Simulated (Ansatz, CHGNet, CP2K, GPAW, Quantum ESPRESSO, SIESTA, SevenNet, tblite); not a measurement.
**tblite on H-capped Ge nanowire along [111] (48 atoms): settings against a plane-wave reference**

Aim: run H-capped Ge nanowire along [111] (48 atoms) in tblite and see how near its forces come to a plane-wave reference, and at what cost.

Main program and level: tblite 0.8.0; the method is named at each step.

## 1. The starting structure

The cell holds 48 atoms: 22 Ge and 26 H. Its edges and angles: a = 15.499 Å, b = 18.815 Å, c = 9.800 Å, α = 90.0°, β = 90.0°, γ = 90.0°. It derives from Ge (diamond-structure). Square section of size parameter 3.53 Å cut from diamond-structure Ge (a = 5.658 Å) along [111], 1 period, broken bonds capped with H, 9 Å of vacuum. Then every atom was moved at random, 0.02 Å r.m.s. a Cartesian component (hydrogen 0.6 of that). Regions: wire, 22 atoms (22 Ge); hydrogen, 26 atoms (26 H). Vacuum lies along a and b. The structure's axis is c.

The yardstick, on the same geometry:

| Property | Result |
| --- | --- |
| method | Kohn-Sham DFT, PBE, PAW, plane waves (Ansatz 0.2.0); cutoff 420 eV, Γ point, fermi-dirac smearing of 0.05 eV; PAW set soft_2 |
| r.m.s. force component | 0.4385 eV/Å |
| longest force | 1.669 eV/Å |
| gap (highest filled to lowest empty level) | 2.858 eV |
| SCF cycles | 8 |
| time | 8.4 s on 8 threads of Arm Neoverse V2, shared host |
| CPU time | 61 s |

## 2. GFN2-xTB

Method: GFN2-xTB tight binding, diagonalisation.

run.py

```python
import numpy as np
from ase.io import read
from tblite.ase import TBLite

atoms = read("structure.xyz")
atoms.calc = TBLite(method="GFN2-xTB", electronic_temperature=580, accuracy=1.0, max_iterations=250, mixer_damping=0.4, verbosity=1)
energy = atoms.get_potential_energy()
forces = atoms.get_forces()
print(f"energy {energy:.6f} eV")
print("forces (eV/A)")
for i, (a, f) in enumerate(zip(atoms, forces)):
    print(f"{i:4d} {a.symbol:2s} {f[0]:10.5f} {f[1]:10.5f} {f[2]:10.5f}")
print("charges (e)")
print(np.array2string(atoms.get_charges(), precision=4, suppress_small=True, max_line_width=110, threshold=100000))
```

structure.xyz

```xyz
48
Lattice="15.49929 0.00000 0.00000 0.00000 18.81460 0.00000 0.00000 0.00000 9.79994" Properties=species:S:1:pos:R:3 pbc="T T T"
Ge 5.76620 5.99283 0.03597
Ge 5.67584 5.90289 2.44910
Ge 5.78480 8.24305 3.30601
Ge 5.76698 8.21483 5.69896
Ge 5.75194 12.89214 9.77858
Ge 5.71273 12.88066 2.43636
Ge 5.74853 10.52564 6.53744
Ge 5.73381 10.56647 8.97822
Ge 9.77587 5.95031 9.78014
Ge 9.74099 5.91757 2.45155
Ge 9.77029 8.29893 3.26485
Ge 9.73712 8.27146 5.74129
Ge 7.68734 7.06883 6.52382
Ge 7.72795 7.13600 9.00712
Ge 9.73696 12.84040 0.01607
Ge 9.75293 12.84228 2.51682
Ge 7.78839 9.38849 9.78485
Ge 7.77041 9.39187 2.47576
Ge 7.77816 11.74595 3.30072
Ge 7.76685 11.67709 5.74129
Ge 9.76874 10.56158 6.57939
Ge 9.76424 10.57456 9.00516
H 4.52998 6.66733 9.28603
H 5.75566 4.48578 9.27457
H 4.49278 5.17270 2.97271
H 6.95856 5.23592 2.95782
H 4.52455 8.99752 2.74516
H 4.46442 7.56046 6.24050
H 6.98615 13.57097 9.28339
H 4.48611 13.61801 9.30132
H 5.74078 14.29552 2.92812
H 4.48875 12.17022 2.94782
H 4.49619 11.24003 6.03843
H 4.48270 9.85528 9.45929
H 9.75820 4.47543 9.28907
H 11.01845 6.68596 9.28868
H 11.01442 5.21202 2.97575
H 8.50012 5.21936 2.98340
H 11.03379 8.99338 2.72193
H 10.98311 7.53656 6.25795
H 7.77677 5.69706 6.00442
H 8.50648 13.60597 9.31416
H 10.96947 13.58565 9.29407
H 10.97753 12.09045 3.00809
H 9.72549 14.29101 2.93420
H 7.77134 13.18584 6.21355
H 11.00233 11.29741 5.97963
H 10.98652 9.82799 9.50653
```

The run is started by

```bash
> OMP_NUM_THREADS=1 python run.py > output.txt
```

The log of the run:

```text
------------------------------------------------------------
  cycle        total energy    energy error   density error
------------------------------------------------------------
      1     -55.96376957795  -5.6166367E+01   3.1123804E-01
      2     -55.93404723559   2.9722342E-02   2.1904336E-01
      3     -52.76147926655   3.1725680E+00   3.7819153E-01
      4     -55.94007031687  -3.1785911E+00   5.6230285E-02
      5     -55.91396711763   2.6103199E-02   6.1991110E-02
      6     -55.97553980119  -6.1572684E-02   2.7411790E-02
      7     -55.97385220168   1.6875995E-03   2.5916239E-02
      8     -55.98113327493  -7.2810732E-03   1.2573338E-02
      9     -55.98081574736   3.1752757E-04   1.2970079E-02
     10     -55.98265454524  -1.8387979E-03   1.0933217E-02
     11     -55.98245918895   1.9535629E-04   1.0942162E-02
     12     -55.98174221731   7.1697164E-04   1.1056227E-02
     13     -55.98158602128   1.5619603E-04   1.0570382E-02
     14     -55.98155714156   2.8879722E-05   7.4372942E-03
     15     -55.98275432490  -1.1971833E-03   4.6824156E-03
     16     -55.98279896135  -4.4636442E-05   4.0377088E-03
     17     -55.98284502672  -4.6065378E-05   3.4711365E-03
     18     -55.98290086989  -5.5843163E-05   2.5931230E-03
     19     -55.98296110827  -6.0238380E-05   1.9403930E-03
     20     -55.98293888733   2.2220936E-05   1.8822593E-03
     21     -55.98297264172  -3.3754394E-05   1.3219793E-03
     22     -55.98296510322   7.5385001E-06   1.1972324E-03
     23     -55.98298815971  -2.3056483E-05   6.6399341E-04
     24     -55.98299457019  -6.4104813E-06   4.2728716E-04
     25     -55.98299277151   1.7986760E-06   4.8916272E-04
     26     -55.98299694454  -4.1730235E-06   2.6605155E-04
     27     -55.98299690312   4.1418964E-08   2.3902506E-04
     28     -55.98299780572  -9.0260176E-07   1.0044240E-04
     29     -55.98299784942  -4.3704674E-08   8.4827306E-05
     30     -55.98299792523  -7.5808217E-08   4.3508551E-05
     31     -55.98299793095  -5.7215317E-09   3.6536779E-05
     32     -55.98299793566  -4.7054201E-09   2.8696043E-05
     33     -55.98299793396   1.6980266E-09   2.1541725E-05
     34     -55.98299793718  -3.2210394E-09   1.7935968E-05
------------------------------------------------------------
 total:                                   0.840 sec
energy -1523.374968 eV
forces (eV/A)
   0 Ge    0.17339   -0.85765    0.24214
   1 Ge    0.19237    1.01828   -0.40795
   2 Ge   -0.45735   -0.73126   -0.38790
   3 Ge   -0.64030    0.51905    0.02107
   4 Ge   -1.02047   -0.72798    0.79792
   5 Ge    0.94753   -0.42319   -0.71149
   6 Ge    0.13808   -0.24919    0.32959
   7 Ge    0.44052    0.53804   -0.26012
   8 Ge   -0.68741   -0.13078    0.66450
   9 Ge    0.87364    0.87106   -0.56169
  10 Ge    0.21171   -1.14851    0.43793
  11 Ge   -0.24348    0.00448   -0.41118
  12 Ge    0.68662    0.91069    0.83913
  13 Ge    0.44592   -1.04643   -0.70093
  14 Ge    0.56324    0.00747    1.02452
  15 Ge   -0.16713   -0.07384   -1.24477
  16 Ge   -0.47015    0.54666    0.58541
  17 Ge   -0.06409    0.60834   -0.46485
  18 Ge   -0.73847    0.03515    0.14230
  19 Ge   -0.10804    0.34669   -0.11327
  20 Ge    0.18305   -0.10091    0.07294
  21 Ge   -0.06655    0.37085   -0.42754
  22 H    -0.09832   -0.09406   -0.08318
  23 H    -0.10466    0.81241    0.12828
[...]
40 H    -0.01741   -0.82639   -0.32907
  41 H     0.79536   -0.05656   -0.06647
  42 H    -0.20542   -0.04907   -0.04977
  43 H     0.01269    0.29440    0.09431
  44 H     0.26812    0.00681    0.26804
  45 H    -0.02394   -0.39188   -0.01155
  46 H    -0.20049   -0.09711    0.10907
  47 H     0.10194   -0.03145    0.13029
charges (e)
[ 0.0829  0.0654  0.0575  0.056   0.0662  0.0596  0.0471  0.0477  0.0729  0.0696  0.0507  0.0497  0.043
  0.0316  0.0691  0.0642  0.025   0.0236  0.0282  0.0577  0.0549  0.0528 -0.0428 -0.0735 -0.0323 -0.0554
 -0.0637 -0.0609 -0.0256 -0.0475 -0.0333 -0.0224 -0.0476 -0.0403 -0.0461 -0.0307 -0.0564 -0.0381 -0.0438
 -0.0535 -0.0393 -0.0405 -0.0525 -0.0259 -0.031  -0.0744 -0.0565 -0.0413]
```

Run time: 1.3 s. Hardware: 1 thread of Arm Neoverse V2, shared host; peak memory 0.17 GiB.

Banners, paths, timers and routine set-up lines are dropped from the logs unmarked, and long logs keep their key lines alone; longer cuts are marked.

Compared with the plane-wave run:

```
r.m.s. force component                  : 0.4358 eV/Å
r.m.s. difference of force components   : 239.1 meV/Å
longest difference of force vectors     : 725.1 meV/Å
force difference over r.m.s. force      : 54.51 %
slope of forces against the reference's : 0.8451
correlation of force components         : 0.8505
```

Length of the force difference by element (eV/Å):

```csv
element,atoms,mean,most
Ge,22,0.33,0.55
H,26,0.44,0.73
```

A closer look about Ge5, which bears the longest force: 9 atoms, nearest first, numbered in the order of the input, with positions taken from that point.

```csv
atom,x,y,z,distance (Å),bonds,Mulliken charge (e),Fx,Fy,Fz (eV/Å)
Ge5,0.00,0.00,0.00,0.00,4,0.07,-1.02,-0.73,0.80
H29,1.23,0.68,-0.50,1.49,1,-0.03,-0.44,0.30,-0.23
H30,-1.27,0.73,-0.48,1.54,1,-0.05,0.31,-0.01,-0.09
Ge6,-0.04,-0.01,2.46,2.46,4,0.06,0.95,-0.42,-0.71
Ge8,-0.02,-2.33,-0.80,2.46,4,0.05,0.44,0.54,-0.26
H42,2.75,0.71,-0.46,2.88,1,-0.04,0.80,-0.06,-0.07
H31,-0.01,1.40,2.95,3.27,1,-0.03,-0.23,0.18,0.24
H32,-1.26,-0.72,2.97,3.31,1,-0.02,-0.10,0.14,0.12
H34,-1.27,-3.04,-0.32,3.31,1,-0.04,-0.08,-0.09,0.16
```

Atoms are counted from 1 here, from 0 in the log.

Forces lie 55 % from the reference's, at 0.022 times its CPU time (on 1 against 8 cores).

## 3. GFN1-xTB

Method: GFN1-xTB tight binding, diagonalisation.

run.py: that of step 2 with these lines changed.

```diff
@@ -5,3 +5,3 @@
 atoms = read("structure.xyz")
-atoms.calc = TBLite(method="GFN2-xTB", electronic_temperature=580, accuracy=1.0, max_iterations=250, mixer_damping=0.4, verbosity=1)
+atoms.calc = TBLite(method="GFN1-xTB", electronic_temperature=580, accuracy=1.0, max_iterations=250, mixer_damping=0.4, verbosity=1)
 energy = atoms.get_potential_energy()
```

structure.xyz is that of step 2.

The log of the run:

```text
------------------------------------------------------------
  cycle        total energy    energy error   density error
------------------------------------------------------------
      1     -49.37907480608  -4.9564565E+01   3.4261713E-01
      2     -50.10036548475  -7.2129068E-01   2.2540766E-01
      3     -47.22539445648   2.8749710E+00   2.6182178E-01
      4     -50.16854775601  -2.9431533E+00   1.5704650E-01
      5     -49.84012692153   3.2842083E-01   1.5127890E-01
      6     -51.01287694894  -1.1727500E+00   1.9007897E-02
      7     -51.01106112117   1.8158278E-03   1.9390214E-02
      8     -51.02378154987  -1.2720429E-02   1.2307747E-02
      9     -51.02656314113  -2.7815913E-03   9.5129998E-03
     10     -51.02887123980  -2.3080987E-03   4.2600785E-03
     11     -51.02969035543  -8.1911563E-04   1.5445309E-03
     12     -51.02975325131  -6.2895873E-05   1.0132304E-03
     13     -51.02978691665  -3.3665340E-05   2.2179838E-04
     14     -51.02978695401  -3.7362540E-08   1.9622172E-04
     15     -51.02978838011  -1.4260995E-06   8.3392775E-05
     16     -51.02978866335  -2.8324142E-07   4.0797510E-05
     17     -51.02978869263  -2.9282880E-08   2.6887067E-05
     18     -51.02978872743  -3.4792890E-08   6.4909592E-06
------------------------------------------------------------
 total:                                   0.662 sec
energy -1388.591280 eV
forces (eV/A)
   0 Ge    0.35254   -0.84848    0.45534
   1 Ge    0.33253    0.97925   -0.58046
   2 Ge   -0.38198   -0.76950   -0.34822
   3 Ge   -0.44519    0.53490   -0.07615
   4 Ge   -0.86849   -0.76209    0.94160
   5 Ge    1.06290   -0.43375   -0.97641
   6 Ge    0.31314   -0.32228    0.44747
   7 Ge    0.48518    0.68803   -0.27527
   8 Ge   -0.80059   -0.10826    0.87357
   9 Ge    0.72288    0.81664   -0.71271
  10 Ge    0.09620   -1.17347    0.42030
  11 Ge   -0.34225    0.13496   -0.50682
[...]
43 H     0.02707    0.31049    0.08435
  44 H     0.29448    0.01500    0.29102
  45 H    -0.01785   -0.41733   -0.05732
  46 H    -0.23716   -0.11224    0.10969
  47 H     0.06560   -0.02736    0.13197
charges (e)
[ 0.1029  0.0582  0.0365  0.0417  0.0612  0.0833  0.0292  0.0198  0.0979  0.0613  0.0262  0.0297  0.0289
 -0.0378  0.0584  0.0902 -0.047  -0.0495 -0.0483  0.0453  0.0409  0.0329 -0.032  -0.0436 -0.0233 -0.0296
 -0.038  -0.0305 -0.0163 -0.0318 -0.0293 -0.0268 -0.0268 -0.028  -0.0329 -0.0283 -0.0351 -0.0182 -0.0291
 -0.0295 -0.0234 -0.0224 -0.0345 -0.0274 -0.0271 -0.0379 -0.0305 -0.0297]
```

Wall time 1.2 s (1 thread); peak memory 0.17 GiB.

Numbers from this run, and their distance from the reference:

```
r.m.s. force component                  : 0.4692 eV/Å
r.m.s. difference of force components   : 288.2 meV/Å
longest difference of force vectors     : 1061 meV/Å
force difference over r.m.s. force      : 65.71 %
slope of forces against the reference's : 0.8565
correlation of force components         : 0.8005
```

Against the first run (55 %), the force difference from the reference is 66 %, at 0.87 times the CPU time (18 SCF steps against 34).

## 4. All runs compared

Differences are against the plane-wave reference, forces as r.m.s. over components; share is that over the reference's r.m.s. force, slope the least-squares factor from reference forces to these. Total energies of different programs have different zeros and aren't compared.

```csv
run,"Δ force, r.m.s. (meV/Å)",share (%),slope,cores,CPU time,memory (GiB)
reference,-,-,-,8,61 s,2.4
tblite GFN2-xTB,239,54.5,0.845,1,1.3 s,0.17
tblite GFN1-xTB,288,65.7,0.857,1,1.2 s,0.17
```

CPU time is summed over cores on a shared host, where runs went side by side, so it is rough. Symmetry, cutoffs, thresholds, outputs and thread counts weren't matched or tuned between programs; memory under MPI is the largest rank's times the ranks.

Mean charges by element (e), by run and scheme:

```csv
run,scheme,Ge,H
reference,Löwdin,+0.10,-0.03
tblite GFN2-xTB,Mulliken,+0.05,-0.05
tblite GFN1-xTB,Mulliken,+0.03,-0.03
```

The reference's Löwdin charges lack the electrons that the projection spills, 0.029 e an atom on average.

A second geometry, displaced anew (every atom was moved at random, 0.08 Å r.m.s. a Cartesian component (hydrogen 0.6 of that)), gives an energy difference that all programs can be tested on. The reference puts it at 60.05 meV/atom.

```csv
run,energy less the first geometry's (meV/atom),error (meV/atom),force share at the second geometry (%)
tblite GFN2-xTB,47.26,-12.8,28.0
tblite GFN1-xTB,45.49,-14.6,31.4
```

## 5. Results

- nearest in forces: tblite GFN2-xTB, 55 %
- its CPU time: 1.3 s

Tight binding differs by 55 % (tblite GFN2-xTB) to 66 % (tblite GFN1-xTB); it is another model, with fitted parameters of its own, and the xTB methods hold dispersion. Of the electronic-structure runs that take under half the reference's CPU time, tblite GFN2-xTB comes nearest, at 55 % in 1.3 s against 61 s. Charges hang on model, scheme and program or settings: among these rows the mean for Ge runs from +0.03 to +0.10 e. The energy difference between the two geometries, 60.0 meV/atom in the reference, is met best by tblite GFN2-xTB (-12.8) and worst by tblite GFN1-xTB (-14.6). Periodic xTB results under one method name differ between programs and library versions. The electronic-structure runs sample only Γ, in a cell whose periodic width is 10 Å.

[Also dropped from logs without a mark: logging warnings of Python, and SIESTA's first energy breakdown and zero terms.]

[Logs are printed without paths, hosts, clocks, repeated set-up lines and the standing remarks that a program may print on its own settings, such as how far it seeks lower states.]

[Hosts, paths, dates, database ids (printed as entryN), source tags and the programs' standing remarks are cut or masked in the printed files.]
